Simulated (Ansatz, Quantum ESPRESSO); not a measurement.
# MgS (F-43m): from Born charge to LO-TO splitting

Wanted: the LO mode of MgS (F-43m) from the TO mode and the field response.

Calculated with Quantum ESPRESSO 8.0 development, patched; DFT LDA, scalar-relativistic, plane waves, PseudoDojo norm-conserving pseudopotentials.

### 1. The relaxed structure

It takes space group F-43m (No. 216, cubic). The conventional cell has a = 5.596 Å, b = 5.596 Å, c = 5.596 Å, α = 90.00°, β = 90.00°, γ = 90.00°. Nearest to Mg lie 4 S at 2.42 Å. Nearest to S lie 4 Mg at 2.42 Å. Farther neighbours and most contacts between anions are not listed.

This is the cell after its relaxation at this level of theory, not the database cell from which that began.

### 2. What the response run gave

A linear-response run on the relaxed cell, with the response to an electric field; only its zone-centre results are used. Cutoff 84 Ry, k mesh 8×8×8.

Log:

```text
[banners, grids, parts of the stress and lines that vanish by symmetry left out]
Program PHONON v.8.0dev
     Dynamical matrices for q-points given in input
     (   1q-points):
[...]
Exchange-correlation= PW
                           (   1   4   0   0   0   0   0)
[...]
kinetic-energy cut-off    =      84.0000  Ry
     charge density cut-off    =     336.0000  Ry
     convergence threshold     =      1.0E-18
[...]
Exchange-correlation= PW
                           (   1   4   0   0   0   0   0)
[...]
q = (   0.0000000   0.0000000   0.0000000 )
     25 Sym.Ops. (with q -> -q+G )
     G cutoff =  951.9364  (  30731 G-vectors)     FFT grid: ( 45, 45, 45)
     number of k points=    29
[...]
Mode symmetry, T_d (-43m)  point group:
[...]
Dielectric constant
[...]
End of electric fields calculation
          Dielectric constant in cartesian axis
          (       4.209418658       0.000000000       0.000000000 )
          (       0.000000000       4.209418658       0.000000000 )
          (       0.000000000       0.000000000       4.209418658 )
          Effective charges (d Force / dE) in cartesian axis without acoustic sum rule applied (asr)
           atom    1  Mg    Mean Z*:        1.87417
      Ex  (        1.87417       -0.00000        0.00000 )
      Ey  (       -0.00000        1.87417       -0.00000 )
      Ez  (        0.00000       -0.00000        1.87417 )
           atom    2  S     Mean Z*:       -1.87595
      Ex  (       -1.87595        0.00000       -0.00000 )
      Ey  (       -0.00000       -1.87595       -0.00000 )
      Ez  (       -0.00000       -0.00000       -1.87595 )
          Effective charges Sum: Mean:       -0.00177
[...]
Effective charges (d Force / dE) in cartesian axis with asr applied:
           atom    1  Mg    Mean Z*:        1.87506
[...]
atom    2  S     Mean Z*:       -1.87506
[...]
Dielectric constant from finite-differences
          (       4.209477912      -0.000000000       0.000000000 )
          (       0.000000000       4.209477912      -0.000000000 )
          (       0.000000000      -0.000000000       4.209477912 )
[...]
(       0.000000000      -0.000000000      -0.000000000 )
          (      -0.000000000      -0.000000000       3.122965719 )
          (      -0.000000000       3.122965719       0.000000000 )
          (      -0.000000000      -0.000000000       3.122965719 )
          (      -0.000000000       0.000000000      -0.000000000 )
          (       3.122965719      -0.000000000       0.000000000 )
          (       0.000000000       3.122965719      -0.000000000 )
          (       3.122965719       0.000000000      -0.000000000 )
[...]
(       0.000000000       0.000000000       0.000000000 )
          (       0.194077068      -0.000000000       0.000000000 )
          (      -0.000000000       0.194077068       0.000000000 )
          (       0.194077068      -0.000000000       0.000000000 )
          (      -0.000000000      -0.000000000       0.000000000 )
[...]
Representation #   1 modes #   1   2   3
[...]
End of self-consistent calculation
     Convergence has been achieved
     Representation #   2 modes #   4   5   6
[...]
End of self-consistent calculation
     Convergence has been achieved
[...]
Dielectric constant in cartesian axis
          (       4.209418658       0.000000000       0.000000000 )
          (       0.000000000       4.209418658       0.000000000 )
          (       0.000000000       0.000000000       4.209418658 )
          Effective charges (d Force / dE) in cartesian axis without acoustic sum rule applied (asr)
           atom    1  Mg    Mean Z*:        1.87417
      Ex  (        1.87417       -0.00000        0.00000 )
      Ey  (       -0.00000        1.87417       -0.00000 )
      Ez  (        0.00000       -0.00000        1.87417 )
           atom    2  S     Mean Z*:       -1.87595
      Ex  (       -1.87595        0.00000       -0.00000 )
      Ey  (       -0.00000       -1.87595       -0.00000 )
      Ez  (       -0.00000       -0.00000       -1.87595 )
          Effective charges Sum: Mean:       -0.00177
[...]
Effective charges (d Force / dE) in cartesian axis with asr applied:
           atom    1  Mg    Mean Z*:        1.87506
[...]
atom    2  S     Mean Z*:       -1.87506
[...]
q = (    0.000000000   0.000000000   0.000000000 )
[...]
freq (    1) =       0.112165 [THz] =       3.741435 [cm-1]
     freq (    2) =       0.112165 [THz] =       3.741435 [cm-1]
     freq (    3) =       0.112165 [THz] =       3.741435 [cm-1]
     freq (    4) =      10.291872 [THz] =     343.299909 [cm-1]
     freq (    5) =      10.291872 [THz] =     343.299909 [cm-1]
     freq (    6) =      10.291872 [THz] =     343.299909 [cm-1]
[...]
Mode symmetry, T_d (-43m)  point group:
     freq (   1-   3) =          3.7  [cm-1]   --> T_2  G_15 P_4   I+R
     freq (   4-   6) =        343.3  [cm-1]   --> T_2  G_15 P_4   I+R

   JOB DONE.
```

```
                       quantity   value
             cell volume Ω (Å³)  43.821
                 mass of Mg (u)  24.305
                  mass of S (u)  32.060
     Born charge of Mg, raw (e)   1.874
      Born charge of S, raw (e)  -1.876
                             ε∞   4.209
ω(TO) after the sum rule (cm⁻¹)   343.3
```

### 3. The calculation

The charges must sum to zero over the cell; taking off their mean, -0.001 e, leaves Z* = 1.875 e on Mg. In the polar mode Mg moves against S, so the reduced mass is μ = 24.30 × 32.06 / 56.37 = 13.825 u.

A longitudinal wave builds up a field that adds to the restoring force: ω(LO)² = ω(TO)² + 4π Z*² / (μ Ω ε∞), in Hartree atomic units. With μ = 25201 electron masses and Ω = 295.72 bohr³ the second term is 1.4085e-06 Ha², or 67845 cm⁻² (1 Ha = 219474.6 cm⁻¹).

So ω(LO) = √(117834 + 67845) = 430.9 cm⁻¹, and by the Lyddane-Sachs-Teller relation ε₀ = ε∞ (ω(LO)/ω(TO))² = 6.63.

### 4. Check against the program

The analysis program adds the same non-analytic term to the full matrix, here for q along (1 0 0).

Log:

```text
[banner, memory and clock lines left out]
Program DYNMAT v.8.0dev

     Reading Dynamical Matrix from file g.dyn
     ...Force constants read
     ...epsilon and Z* read
     ...Raman cross sections read

     Polarizability (A^3 units)
     multiply by 0.483137 for Clausius-Mossotti correction (not under assume_isolated = 'mt')
        11.191866    0.000000    0.000000
         0.000000   11.191866    0.000000
         0.000000    0.000000   11.191866

     IR activities are in (D/A)^2/amu units
     Raman activities are in A^4/amu units
     multiply Raman by 0.054486 for Clausius-Mossotti correction (not under assume_isolated = 'mt')

# mode   [cm-1]    [THz]      IR          Raman   depol.fact
    1     -0.00   -0.0000    0.0000         0.0000    0.7500
    2     -0.00   -0.0000    0.0000         0.0000    0.7500
    3      0.00    0.0000    0.0000         0.0000    0.7500
    4    343.27   10.2911    5.8675         2.4813    0.7500
    5    343.27   10.2911    5.8675         2.4813    0.7500
    6    430.90   12.9182    5.8675         2.4813    0.7500
```

ε₀ comes from the program's run without a direction of q.

```
    quantity  by hand  program
ω(LO) (cm⁻¹)    430.9    430.9
          ε₀     6.63     6.63
```

### 5. What came out

```yaml
to_mode: 343.3 cm⁻¹
lo_mode: 430.9 cm⁻¹
static_dielectric_constant: 6.633
```

**Reading.** The LO mode of MgS (F-43m) lies at 431 cm⁻¹, 88 cm⁻¹ above the TO mode; the formula meets the program within 0.1 cm⁻¹, as it must for a cubic crystal with one polar mode. ω(LO)² − ω(TO)² goes with Z*²/ε∞: an error of 5 % in ε∞ would move the LO mode by 3.8 cm⁻¹, and semilocal functionals tend to overestimate ε∞. These are harmonic values at zero temperature, at the volume of this functional, for the structure held cubic; stability elsewhere in the zone is no part of this calculation.

[Host names and launcher messages were left out of these logs when they were recorded.]

[Logs are printed without paths, hosts, clocks, repeated set-up lines and the standing remarks that a program may print on its own settings, such as how far it seeks lower states.]

[Hosts, paths, dates, database ids (printed as entryN), source tags and the programs' standing remarks are cut or masked in the printed files.]
